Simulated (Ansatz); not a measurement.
# How BP (F-43m) expands on warming

How much does BP expand with temperature?

What experiment has found for this phase:
- volume expansion coefficient 9.6 1e-6/K near room temperature (given in “Thermal expansion coefficients of high thermal conducting BAs and BP materials (three times its linear coefficient)”, 2019, arxiv:1906.04101)

Method: DFT r2SCAN, scalar-relativistic, plane waves, PAW, in Ansatz 0.2.0.

Report form: the programs' logs are mostly left out.

## Step 1: The starting structure

The structure is cubic, space group F-43m (No. 216). The conventional cell has a = 4.538 Å, b = 4.538 Å, c = 4.538 Å, α = 90.00°, β = 90.00°, γ = 90.00°. B has 4 P at 1.97 Å nearest. Nearest to P lie 4 B at 1.97 Å. Farther neighbours are not listed.

## Step 2: A first coarse run

Before spending time, one coarse run tells the gap and the pressure of the starting cell.

input.yaml reads:

```yaml
crystal:
  lattice:
    - [0.0, 2.269, 2.269]
    - [2.269, 0.0, 2.269]
    - [2.269, 2.269, 0.0]
  atoms:
    - { symbol: B, position: [0.0, 0.0, 0.0] }
    - { symbol: P, position: [0.25, 0.25, 0.25] }
kpoints:
  mp_grid: { grid: [6, 6, 6] }
hamiltonian:
  xc: r2scan
scf:
  occupations: { method: gaussian, width: 0.1 }
output:
  forces: true
  stress: true
  eigenvalues: true
```

Run with:

```sh
$ ansatz run input.yaml --threads 4 --pin off --max-ram 16384MiB --backend cpu --events-out ev --progress --plain --runs-dir out
```

Run time: 0.42 s. Hardware: 4 threads of Arm Neoverse V2, shared host; peak memory 0.31 GiB; 1.2 s of CPU time.

A gap read on the k-mesh alone can miss the band edges.

This step gave:

```
pressure          : -0.04082 GPa
gap on the k-mesh : 1.500 eV
volume per atom   : 11.68 Å³
```

The start is under -0.041 GPa at this level and looks like an insulator or semiconductor on this mesh.

## Step 3: Relaxation

Phonons are second derivatives about a minimum, so cell and atoms are relaxed first, inside the symmetry of the start.

input.yaml, the sections that differ from step 2:

```yaml
kpoints:
  mp_grid: { grid: [10, 10, 10] }
scf:
  occupations: { method: gaussian, width: 0.02 }
output:
  forces: true
  stress: true
  eigenvalues: true
  write_density: true
  write_potential: true
  elf: true
  volumetric_format: npy
relax:
  adjacent_minimum: "off"
  f_tol: 0.005
  max_steps: 80
  cell: { stress_tol: 0.05 }
# crystal, hamiltonian: as in step 2
```

Wall time 2.5 s (4 threads); peak memory 0.36 GiB.

Little changed from the start: no atom moved by 0.005 Å and no cell edge by 0.1 %.

This step gave:

```yaml
pressure: 3.50e-4 GPa
gap_on_the_k_mesh: 1.415 eV
volume_per_atom: 11.67 Å³
```

Valence density in the ac plane of a cell with a along [110], b along [-110] and c along [001] of the cube at fractional y = 0.000, with atoms of B and P within 0.2 Å of it. It is the smooth field of the valence electrons, not physical close to the nuclei.

Ten even steps from '_' (0.04 e/Å³) to '@' (0.92 e/Å³), each cell a mean:
```
++%%%%##****##%%##++%%%%##****##%%##
**##@@@@++##@@%%##**##@@@@++##@@%%##
--++%%++..--%%**==--++%%++..--%%**==
..::++==::--++--....::++==::--++--..
__..--++****==..____..--++****==..__
____..--==--::________..--==--::____
________....______________....______
____________________________________
....__________........__________....
==--..________::--==--..________::--
**++::..____..--****++::..____..--**
--**++--::::--**++--**++--::::--**++
```
Columns run along a (6.4 Å), rows up along c (4.5 Å), edges of the conventional cell, whose origin can differ from the input's. Atoms in or near the plane, at fractional coordinates: B at (0.50, 0.00), B at (0.00, 0.00), P at (0.75, 0.75), P at (0.25, 0.75).

ELF in the ac plane of a cell with a along [110], b along [-110] and c along [001] of the cube at fractional y = 0.000, with atoms of B and P within 0.2 Å of it. It is the smooth field of the valence electrons, not physical close to the nuclei.

Values, 7 rows by 16 columns, each cell a mean:
```
0.35 0.78 0.91 0.74 0.62 0.88 0.88 0.52 0.35 0.78 0.91 0.74 0.62 0.88 0.88 0.52
0.54 0.77 0.74 0.18 0.05 0.53 0.81 0.64 0.54 0.77 0.74 0.18 0.05 0.53 0.81 0.64
0.13 0.32 0.49 0.43 0.41 0.48 0.42 0.19 0.13 0.32 0.49 0.43 0.41 0.48 0.42 0.19
0.03 0.07 0.22 0.41 0.45 0.31 0.12 0.04 0.03 0.07 0.22 0.41 0.45 0.31 0.12 0.04
0.17 0.10 0.05 0.04 0.05 0.04 0.07 0.15 0.17 0.10 0.05 0.04 0.05 0.04 0.07 0.15
0.54 0.40 0.18 0.05 0.03 0.11 0.31 0.50 0.54 0.40 0.18 0.05 0.03 0.11 0.31 0.50
0.16 0.39 0.52 0.39 0.34 0.48 0.49 0.22 0.16 0.39 0.52 0.39 0.34 0.48 0.49 0.22
```
Columns run along a (6.4 Å), rows up along c (4.5 Å), edges of the conventional cell, whose origin can differ from the input's. Atoms in or near the plane, at fractional coordinates: B at (0.50, 0.00), B at (0.00, 0.00), P at (0.75, 0.75), P at (0.25, 0.75).

Electrostatic potential energy in the ac plane of a cell with a along [110], b along [-110] and c along [001] of the cube at fractional y = 0.000, with atoms of B and P within 0.2 Å of it. With pseudopotentials it is smooth inside the atoms' cores, unlike the true potential.

Values in eV, 7 rows by 16 columns, each cell a mean:
```
-32 -10  -1 -15 -19  -6  -2 -24 -32 -10  -1 -15 -19  -6  -2 -24
  8   4 -21 -56 -59 -39  -2   7   8   4 -21 -56 -59 -39  -2   7
 11   8  -6 -29 -35 -16   4  10  11   8  -6 -29 -35 -16   4  10
 11  11  10   8   8   9  11  11  11  11  10   8   8   9  11  11
 11  11  12  12  12  12  12  11  11  11  12  12  12  12  12  11
  4   8  11  12  12  12   9   5   4   8  11  12  12  12   9   5
-44 -16   6  10  10   9  -3 -35 -44 -16   6  10  10   9  -3 -35
```
Columns run along a (6.4 Å; values clipped at the 3rd and 97th percentile), rows up along c (4.5 Å), edges of the conventional cell, whose origin can differ from the input's. Atoms in or near the plane, at fractional coordinates: B at (0.50, 0.00), B at (0.00, 0.00), P at (0.75, 0.75), P at (0.25, 0.75).

## Step 4: Tight relaxation

The relaxation is repeated with tighter thresholds on force and stress, since phonons are sensitive to what is left; a change of mesh or smearing in the input moves the cell too.

input.yaml reads:

```yaml
crystal:
  lattice:
    - [0.0, 2.2682668186, 2.2682668186]
    - [2.2682668186, 0.0, 2.2682668186]
    - [2.2682668186, 2.2682668186, 0.0]
  atoms:
    - { symbol: B, position: [0.0, 0.0, 0.0] }
    - { symbol: P, position: [0.25, 0.25, 0.25] }
kpoints:
  mp_grid: { grid: [12, 12, 12] }
hamiltonian:
  xc: r2scan
scf:
  occupations: { method: fixed }
output:
  forces: true
  stress: true
  eigenvalues: true
relax:
  adjacent_minimum: "off"
  f_tol: 0.001
  max_steps: 60
  cell: { stress_tol: 0.01 }
```

The job ended after 1.8 s (4 threads; peak memory 0.36 GiB).

Little changed from the start: no atom moved by 0.005 Å and no cell edge by 0.1 %.

Numbers from this step:

* pressure: -0.001774 GPa
* gap on the k-mesh: 1.411 eV

The residual pressure is -0.0018 GPa, small enough for phonons.

## Step 5: Phonons on strained cells

Thermal expansion follows from how the free energy of the vibrations (and of the electrons in a metal) changes with strain, so the program makes strained cells, their phonons and a fit in one run.

input.yaml, the sections that differ from step 4:

```yaml
output:
  eigenvalues: true
phonons:
  method: dfpt
  qmesh: [4, 4, 4]
  temperatures: { t_max: 800.0, t_step: 50 }
  thermal_expansion: {}
# crystal, kpoints, hamiltonian, scf: as in step 4
# relax: removed
```

Run time: 33 min. Hardware: 4 threads; peak memory 1.7 GiB; 2.2 h of CPU time.

This step gave:

* pressure: -6.00e-4 GPa
* volume expansion coefficient at 298 K: 9.258 1e-6/K
* C_P at 298 K: 14.57 J/mol-atom/K
* entropy at 298 K: 9.724 J/mol-atom/K
* isothermal bulk modulus at 298 K: 164.9 GPa
* Grüneisen parameter at 298 K: 0.7451
* volume at 298 K: 11.78 Å³/atom
* principal linear expansion coefficients at 298 K: 3.086, 3.086, 3.086 1e-6/K

Strained cells of the study; zero-point energy where phonons were solved; the pressures are stresses at a fixed cutoff and can carry an offset from the finite basis. Expansion cells, by row:

```csv
cell,|a| (Å),|b| (Å),|c| (Å),V (Å³/atom),E - E_lowest (meV/atom),"pressure, compression positive (GPa)",gap (eV),zero-point energy (meV/atom)
1,3.208,3.208,3.208,11.67,0,-0.013,1.411,-
2,3.233,3.233,3.233,11.95,3.478,-3.885,1.444,-
3,3.182,3.182,3.182,11.39,3.576,4.223,1.376,-
4,3.208,3.208,3.208,11.67,0,-0.041,1.411,102.5
5,3.224,3.224,3.224,11.85,1.401,-2.504,1.432,100.9
6,3.216,3.216,3.216,11.76,0.386,-1.336,1.422,101.7
7,3.233,3.233,3.233,11.95,3.347,-3.814,1.444,100.1
8,3.176,3.176,3.176,11.33,5.56,5.318,1.368,-
9,3.192,3.192,3.192,11.5,1.362,2.565,1.389,-
10,3.246,3.246,3.246,12.09,7.443,-5.577,1.46,-
```

Quasi-harmonic; a, b, c are the run's own cell vectors. Expansion, by row:

```csv
T (K),a (Å),b (Å),c (Å),alpha (deg),beta (deg),gamma (deg),cell volume (Å³/cell),alpha_a (1e-6/K),alpha_b (1e-6/K),alpha_c (1e-6/K),alpha_V (1e-6/K),C_P (J/mol-atom/K),C_V (J/mol-atom/K),S (J/mol-atom/K),B_T (GPa),B_S (GPa),Grueneisen,extrapolation,fit error (1e-6/K)
0,3.217,3.217,3.217,60,60,60,23.54,0,0,0,0,0,0,0,166.1,166.1,-,0,0
50,3.217,3.217,3.217,60,60,60,23.54,0.04,0.04,0.04,0.13,0.349,0.349,0.097,166.1,166.1,0.424,0,0
100,3.217,3.217,3.217,60,60,60,23.54,0.33,0.33,0.33,0.99,2.796,2.796,0.978,166,166,0.419,0,0
150,3.217,3.217,3.217,60,60,60,23.54,0.9,0.9,0.9,2.7,6.123,6.122,2.736,165.9,165.9,0.52,0,0
200,3.217,3.217,3.217,60,60,60,23.55,1.65,1.65,1.65,4.95,9.378,9.372,4.949,165.7,165.8,0.621,0,0
250,3.218,3.218,3.218,60,60,60,23.56,2.42,2.42,2.42,7.27,12.26,12.25,7.36,165.3,165.5,0.696,0,0.01
298.1,3.218,3.218,3.218,60,60,60,23.57,3.09,3.09,3.09,9.26,14.57,14.54,9.724,164.9,165.3,0.745,0,0.01
300,3.218,3.218,3.218,60,60,60,23.57,3.11,3.11,3.11,9.33,14.65,14.62,9.815,164.9,165.3,0.747,0,0.01
350,3.219,3.219,3.219,60,60,60,23.58,3.68,3.68,3.68,11.05,16.56,16.51,12.22,164.4,164.9,0.781,0,0.01
400,3.219,3.219,3.219,60,60,60,23.59,4.15,4.15,4.15,12.44,18.06,17.99,14.54,163.9,164.6,0.805,0,0.01
450,3.22,3.22,3.22,60,60,60,23.61,4.52,4.52,4.52,13.56,19.24,19.15,16.73,163.4,164.2,0.823,0,0.01
500,3.221,3.221,3.221,60,60,60,23.62,4.82,4.82,4.82,14.47,20.18,20.06,18.81,162.9,163.9,0.836,0,0.01
550,3.222,3.222,3.222,60,60,60,23.64,5.07,5.07,5.07,15.22,20.94,20.79,20.77,162.3,163.5,0.846,0,0.01
600,3.222,3.222,3.222,60,60,60,23.66,5.28,5.28,5.28,15.84,21.55,21.37,22.62,161.7,163.1,0.854,0,0.01
650,3.223,3.223,3.223,60,60,60,23.68,5.45,5.45,5.45,16.36,22.05,21.85,24.36,161.2,162.6,0.86,0,0.01
700,3.224,3.224,3.224,60,60,60,23.7,5.6,5.6,5.6,16.8,22.46,22.24,26.02,160.6,162.2,0.865,0,0.01
750,3.225,3.225,3.225,60,60,60,23.72,5.73,5.73,5.73,17.18,22.82,22.56,27.58,160,161.8,0.87,0,0.02
800,3.226,3.226,3.226,60,60,60,23.74,5.84,5.84,5.84,17.51,23.11,22.83,29.06,159.4,161.3,0.874,0,0.03
```

Table of expansion coefficient by temperature; values in 1e-6/K:

```csv
temperature (K),volume,principal 1
0,0,0
50,0.13,0.04
100,0.99,0.33
150,2.7,0.9
200,4.95,1.65
250,7.27,2.42
298,9.26,3.09
300,9.33,3.11
350,11.1,3.68
400,12.4,4.15
450,13.6,4.52
500,14.5,4.82
550,15.2,5.07
600,15.8,5.28
650,16.4,5.45
700,16.8,5.6
750,17.2,5.73
800,17.5,5.84
```

At 298 K the volume expansion is 9.26 × 10⁻⁶/K and B_T is 165 GPa. The program raised the cutoff to 580 eV by itself: with no cutoff typed, the study takes about 1.16 times the default for its relaxations and scales it with the volume for the phonons.

## Step 6: Outcome

| Quantity | Value |
| --- | --- |
| settings of these figures | r2SCAN, 580 eV, k 12×12×12, q 4×4×4 |
| volume expansion coefficient at 298 K | 9.258 1e-6/K |
| C_P at 298 K | 14.57 J/mol-atom/K |
| entropy at 298 K | 9.724 J/mol-atom/K |
| isothermal bulk modulus at 298 K | 164.9 GPa |
| Grüneisen parameter at 298 K | 0.7451 |
| volume at 298 K | 11.78 Å³/atom |
| principal linear expansion coefficients at 298 K | 3.086, 3.086, 3.086 1e-6/K |

Near room temperature BP expands by 9.26 × 10⁻⁶/K in volume by r2SCAN, with C_P = 14.6 J/(mol K) per mole of atoms and B_T = 165 GPa. C_P at room temperature is 58 % of the classical 3R an atom, so the stiffest modes are still partly frozen out. A measured volume expansion coefficient near room temperature is 9.6 1e-6/K (arxiv:1906.04101); the calculated 9.26 1e-6/K differs by -4 %. The interpolation has no quadrupole term, so branches near the zone centre are less sure, since this crystal has sites that are not centres of inversion. The PAW files were made for PBE and are used here under another functional, for which the program regenerates the frozen cores.

[Logs are printed without paths, hosts, clocks, repeated set-up lines and the standing remarks that a program may print on its own settings, such as how far it seeks lower states.]

[Hosts, paths, dates, database ids (printed as entryN), source tags and the programs' standing remarks are cut or masked in the printed files.]

[A step with changed settings may run another functional than the one named; its input shows which.]
